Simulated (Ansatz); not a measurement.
The compound is PaBr4 (I4_1/amd).

Symmetry: I4_1/amd, No. 141, tetragonal system. Conventional cell: a = 8.824 Å, b = 8.824 Å, c = 7.957 Å, α = 90.00°, β = 90.00°, γ = 90.00°. Nearest to Pa lie 8 Br at 2.77 to 3.07 Å. Nearest to Br lie 2 Pa at 2.77 to 3.07 Å. Farther neighbours and most contacts between anions are not listed.

```
Pa Br
1.0
    -4.41200    4.41200    3.97850
     4.41200   -4.41200    3.97850
     4.41200    4.41200   -3.97850
Pa Br
2 8
Cartesian
  0.0000 0.0000 0.0000
  0.0000 4.4120 1.9892
  4.4120 -1.7030 3.4136
  1.7030 0.0000 5.4028
  4.4120 1.7030 3.4136
  2.7090 4.4120 1.4243
  0.0000 1.7030 2.5542
  6.1150 0.0000 0.5649
  4.4120 2.7090 -1.4243
  2.7090 0.0000 0.5649
```

The cell and positions come from the Crystallography Open Database and are kept as given unless a step says otherwise. The program's search for lower electronic states was switched off, so nothing shows that the state found is the lowest. Spin-orbit coupling is left out unless a run names it. PAW set soft_2, made with PBE.

A constrained-RPA run (Ansatz 0.2.0; non-magnetic LDA; Pa f + anion p, bands v25 to c13, 2×2×2 mesh, medium accuracy) builds 38 functions on bands 7.2 eV wide, with 50.0 electrons in the window. The bare on-site interaction is 16.2 eV and the bare J 0.46 eV.

Estimate U, U′ and J.

On the Pa f shell, U = 5.68 eV (35 % of the bare value), U′ = 4.95 eV, J = 0.34 eV.

The parent state is non-magnetic and the interaction static (zero frequency); U depends on the window and the orbitals, so it belongs to this model alone. Spin-orbit coupling, which is strong for atoms this heavy, is left out. A window that holds the anion p bands defines a model with explicit ligands; its U belongs to that model and is not the U of DFT+U. Coarse meshes can leave U off its limit, most where the target bands are metallic.

[Paths, hosts, dates, memory and timing lines, banners, echoed tables and standing remarks are left out of the program output.]

[Logs are printed without paths, hosts, clocks, repeated set-up lines and the standing remarks that a program may print on its own settings, such as how far it seeks lower states.]

[Runs of the session that timed out or met a known fault of the program may be left out.]

[Hosts, paths, dates, database ids (printed as entryN), source tags and the programs' standing remarks are cut or masked in the printed files.]
